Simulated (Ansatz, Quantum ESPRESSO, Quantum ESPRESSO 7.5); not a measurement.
# Complex bands of LiH, rock salt type, lattice constant set to 3.822 Å

How good a tunnel barrier is LiH, rock salt type, lattice constant set to 3.822 Å?

Main program and level: Quantum ESPRESSO 7.5; plane-wave DFT, LDA, GBRV ultrasoft pseudopotentials (cross-check by Ansatz 0.2.0 with PAW datasets).

**1. The structure**

The structure is cubic, space group Fm-3m (No. 225). Conventional cell: a = 3.822 Å, b = 3.822 Å, c = 3.822 Å, α = 90.00°, β = 90.00°, γ = 90.00°. Li has 6 H at 1.91 Å nearest. H has 6 Li at 1.91 Å nearest. Farther neighbours are not listed.

Coordinates:

```cif
data_structure
_symmetry_space_group_name_H-M 'Fm-3m'
_symmetry_Int_Tables_number 225
_cell_length_a 3.8220
_cell_length_b 3.8220
_cell_length_c 3.8220
_cell_angle_alpha 90.000
_cell_angle_beta 90.000
_cell_angle_gamma 90.000
_cell_volume 55.83
loop_
_atom_site_label
_atom_site_type_symbol
_atom_site_symmetry_multiplicity
_atom_site_Wyckoff_symbol
_atom_site_fract_x
_atom_site_fract_y
_atom_site_fract_z
_atom_site_occupancy
Li1 Li 4 a 0.00000 0.00000 0.00000 1
H1 H 4 b 0.00000 0.50000 0.00000 1
```

**2. Self-consistent run**

pwcond needs a cell whose third axis lies along the current and stands perpendicular to the other two.

Contents of scf.in:

```
&control
  prefix = 'scf'
  outdir = './out'
  pseudo_dir = './pseudo'
  calculation = 'scf'
  tprnfor = .true.
/
&system
  ibrav = 0
  nat = 4
  ntyp = 2
  ecutwfc = 40
  ecutrho = 200
  occupations = 'fixed'
  nbnd = 8
/
&electrons
  conv_thr = 1e-09
  mixing_beta = 0.6
  electron_maxstep = 120
/
ATOMIC_SPECIES
  Li  6.9400  li_lda_v1.4.uspp.F.UPF
  H   1.0080  h_lda_v1.4.uspp.F.UPF
CELL_PARAMETERS angstrom
  2.70256211769498 0.00000000000000 0.00000000000000
  0.00000000000000 2.70256211769498 0.00000000000000
  0.00000000000000 0.00000000000000 3.82200000000000
ATOMIC_POSITIONS crystal
  Li  0.000000000000 0.000000000000 0.000000000000
  H   0.500000000000 0.500000000000 0.000000000000
  Li  0.500000000000 0.500000000000 0.500000000000
  H   0.000000000000 0.000000000000 0.500000000000
K_POINTS automatic
  8 8 6 0 0 0
```

On the command line:

```bash
$ OMP_NUM_THREADS=1 mpirun -n 2 pw.x -nk 2 -in scf.in > scf.out
```

The log of the run:

```text
Program PWSCF v.7.5 starts
[citation notice left out]

     Parallel version (MPI & OpenMP), running on       2 processor cores
     Number of MPI processes:                 2
     Threads/MPI process:                     1

     MPI processes distributed on     1 nodes
[...]
Current dimensions of program PWSCF are:
     Max number of different atomic species (ntypx) = 10
     Max number of k-points (npk) =  40000
     Max angular momentum in pseudopotentials (lmaxx) =  4
     Found identity + ( -0.5000 -0.5000 -0.5000) symmetry
     This is a supercell, fractional translations are disabled
     Message from routine setup:
     using ibrav=0 with symmetry is DISCOURAGED, use correct ibrav instead

     K-points division:     npool     =       2
     Subspace diagonalization in iterative solution of the eigenvalue problem:
     a serial algorithm will be used

     G-vector sticks info
     --------------------
     sticks:   dense  smooth     PW     G-vecs:    dense   smooth      PW
     Sum         421     333    109                 9029     6465    1245

     Using Slab Decomposition

     bravais-lattice index     =            0
     lattice parameter (alat)  =       5.1071  a.u.
     unit-cell volume          =     188.3817 (a.u.)^3
     number of atoms/cell      =            4
     number of atomic types    =            2
     number of electrons       =         8.00
     number of Kohn-Sham states=            8
     kinetic-energy cutoff     =      40.0000  Ry
     charge density cutoff     =     200.0000  Ry
     scf convergence threshold =      1.0E-09
     mixing beta               =       0.6000
     number of iterations used =            8  plain     mixing
     Exchange-correlation=  SLA  PZ   NOGX NOGC
                           (   1   1   0   0   0   0   0)

     celldm(1)=   5.107102  celldm(2)=   0.000000  celldm(3)=   0.000000
     celldm(4)=   0.000000  celldm(5)=   0.000000  celldm(6)=   0.000000

     crystal axes: (cart. coord. in units of alat)
               a(1) = (   1.000000   0.000000   0.000000 )
               a(2) = (   0.000000   1.000000   0.000000 )
               a(3) = (   0.000000   0.000000   1.414214 )

     reciprocal axes: (cart. coord. in units 2 pi/alat)
               b(1) = (  1.000000  0.000000  0.000000 )
               b(2) = (  0.000000  1.000000  0.000000 )
               b(3) = (  0.000000  0.000000  0.707107 )

     PseudoPot. # 1 for Li read from file:
     ./pseudo/li_lda_v1.4.uspp.F.UPF
     Pseudo is Ultrasoft, Zval =  3.0
     Generated by new atomic code, or converted to UPF format
     Using radial grid of  751 points,  5 beta functions with:
                l(1) =   0
                l(2) =   0
                l(3) =   0
                l(4) =   1
                l(5) =   1
     Q(r) pseudized with 10 coefficients,  rinner =    1.150   1.150   1.150

     PseudoPot. # 2 for H  read from file:
     ./pseudo/h_lda_v1.4.uspp.F.UPF
     Pseudo is Ultrasoft, Zval =  1.0
     Generated by new atomic code, or converted to UPF format
     Using radial grid of  615 points,  2 beta functions with:
                l(1) =   0
                l(2) =   0
     Q(r) pseudized with  8 coefficients,  rinner =    0.700

     atomic species   valence    mass     pseudopotential
     Li                3.00     6.94000     Li( 1.00)
     H                 1.00     1.00800     H ( 1.00)

     16 Sym. Ops., with inversion, found

   Cartesian axes

     site n.     atom                  positions (alat units)
         1        Li     tau(   1) = (   0.0000000   0.0000000   0.0000000  )
         2        H      tau(   2) = (   0.5000000   0.5000000   0.0000000  )
         3        Li     tau(   3) = (   0.5000000   0.5000000   0.7071068  )
         4        H      tau(   4) = (   0.0000000   0.0000000   0.7071068  )

     number of k points=    60
                       cart. coord. in units 2pi/alat
        k(    1) = (   0.0000000   0.0000000   0.0000000), wk =   0.0052083
        k(    2) = (   0.0000000   0.0000000   0.1178511), wk =   0.0104167
        k(    3) = (   0.0000000   0.0000000   0.2357023), wk =   0.0104167
        k(    4) = (   0.0000000   0.0000000  -0.3535534), wk =   0.0052083
        k(    5) = (   0.0000000   0.1250000   0.0000000), wk =   0.0208333
        k(    6) = (   0.0000000   0.1250000   0.1178511), wk =   0.0416667
        k(    7) = (   0.0000000   0.1250000   0.2357023), wk =   0.0416667
        k(    8) = (   0.0000000   0.1250000  -0.3535534), wk =   0.0208333
        k(    9) = (   0.0000000   0.2500000   0.0000000), wk =   0.0208333
        k(   10) = (   0.0000000   0.2500000   0.1178511), wk =   0.0416667
[...]
k(   60) = (  -0.5000000  -0.5000000  -0.3535534), wk =   0.0052083

     Dense  grid:     9029 G-vectors     FFT dimensions: (  24,  24,  36)

     Smooth grid:     6465 G-vectors     FFT dimensions: (  24,  24,  30)

     Estimated max dynamical RAM per process >      13.65 MB

     Estimated total dynamical RAM >      25.10 MB

     Initial potential from superposition of free atoms

     starting charge       7.0985, renormalised to       8.0000
     Starting wfcs are   12 randomized atomic wfcs

     total cpu time spent up to now is        0.6 secs

     per-process dynamical memory:    14.1 Mb

     Self-consistent Calculation

     iteration #  1     ecut=    40.00 Ry     beta= 0.60
     Davidson diagonalization with overlap
     ethr =  1.00E-02,  avg # of iterations =  2.7

     total cpu time spent up to now is        0.8 secs

     total energy              =     -31.00751073 Ry
     estimated scf accuracy    <       0.30336349 Ry

     iteration #  2     ecut=    40.00 Ry     beta= 0.60
[...]
total energy              =     -31.02081613 Ry
     estimated scf accuracy    <       0.01839736 Ry

     iteration #  3     ecut=    40.00 Ry     beta= 0.60
[...]
total energy              =     -31.02537200 Ry
     estimated scf accuracy    <       0.00045274 Ry

     iteration #  4     ecut=    40.00 Ry     beta= 0.60
[...]
total energy              =     -31.02563123 Ry
     estimated scf accuracy    <       0.00001646 Ry

     iteration #  5     ecut=    40.00 Ry     beta= 0.60
[...]
total energy              =     -31.02563349 Ry
     estimated scf accuracy    <       0.00000903 Ry

     iteration #  6     ecut=    40.00 Ry     beta= 0.60
[...]
total energy              =     -31.02563428 Ry
     estimated scf accuracy    <       0.00000087 Ry

     iteration #  7     ecut=    40.00 Ry     beta= 0.60
[...]
total energy              =     -31.02563437 Ry
     estimated scf accuracy    <       0.00000004 Ry

     iteration #  8     ecut=    40.00 Ry     beta= 0.60
[...]
total energy              =     -31.02563438 Ry
     estimated scf accuracy    <          5.3E-09 Ry

     iteration #  9     ecut=    40.00 Ry     beta= 0.60
[...]
End of self-consistent calculation

          k = 0.0000 0.0000 0.0000 (   799 PWs)   bands (ev):

   -41.9373 -41.8218  -4.6736   1.4283   3.8889  12.5135  12.5135  15.9864

          k = 0.0000 0.0000 0.1179 (   803 PWs)   bands (ev):

   -41.9293 -41.8293  -4.5053  -0.0063   5.8423  12.7877  12.7877  16.2714

          k = 0.0000 0.0000 0.2357 (   818 PWs)   bands (ev):

   -41.9078 -41.8501  -3.9861  -1.7479   9.0838  13.6066  13.6067  15.9916

          k = 0.0000 0.0000-0.3536 (   830 PWs)   bands (ev):

   -41.8788 -41.8788  -3.0796  -3.0796  12.6723  12.6723  14.9557  14.9557

          k = 0.0000 0.1250 0.0000 (   807 PWs)   bands (ev):

   -41.9284 -41.8217  -4.4859   1.2951   4.2049  10.7501  12.8257  17.6417

          k = 0.0000 0.1250 0.1179 (   800 PWs)   bands (ev):

   -41.9211 -41.8287  -4.3213   0.0274   5.9330  11.0716  13.0994  15.8406

[...]
highest occupied, lowest unoccupied level (ev):     1.4283    3.8888

!    total energy              =     -31.02563438 Ry
     estimated scf accuracy    <          7.5E-11 Ry

     The total energy is the sum of the following terms:
     one-electron contribution =     -14.84852483 Ry
     hartree contribution      =       6.28163844 Ry
     xc contribution           =      -7.95219846 Ry
     ewald contribution        =     -14.50654952 Ry

     convergence has been achieved in   9 iterations

     Forces acting on atoms (cartesian axes, Ry/au):

     atom    1 type  1   force =     0.00000000    0.00000000    0.00000000
     atom    2 type  2   force =     0.00000000    0.00000000    0.00000000
     atom    3 type  1   force =     0.00000000    0.00000000    0.00000000
     atom    4 type  2   force =     0.00000000    0.00000000    0.00000000

     Total force =     0.000000     Total SCF correction =     0.000000

[...]
=------------------------------------------------------------------------------=
   JOB DONE.
=------------------------------------------------------------------------------=
```

The job ended after 2.5 s (2 MPI ranks of Intel Xeon 6975P-C (Granite Rapids), shared host; peak memory 0.12 GiB; 4.6 s of CPU time).

This step gave:

| Item | Value |
| --- | --- |
| free energy | -422.1253 eV |
| valence top, on the run's zero | 1.428 eV |
| conduction bottom, on the run's zero | 3.889 eV |
| gap by band count | 2.461 eV |

The run needed 9 iterations to bring the estimated error under 1e-09 Ry.

[end of part 1 of 3]

[Logs are printed without paths, hosts, clocks, repeated set-up lines and the standing remarks that a program may print on its own settings, such as how far it seeks lower states.]

[Hosts, paths, dates, database ids (printed as entryN), source tags and the programs' standing remarks are cut or masked in the printed files.]

[Maps of the electrostatic potential energy from Ansatz leave out the sawtooth potential of an applied field or a dipole correction, so their vacuum need not be flat; planar profiles and work functions include it.]
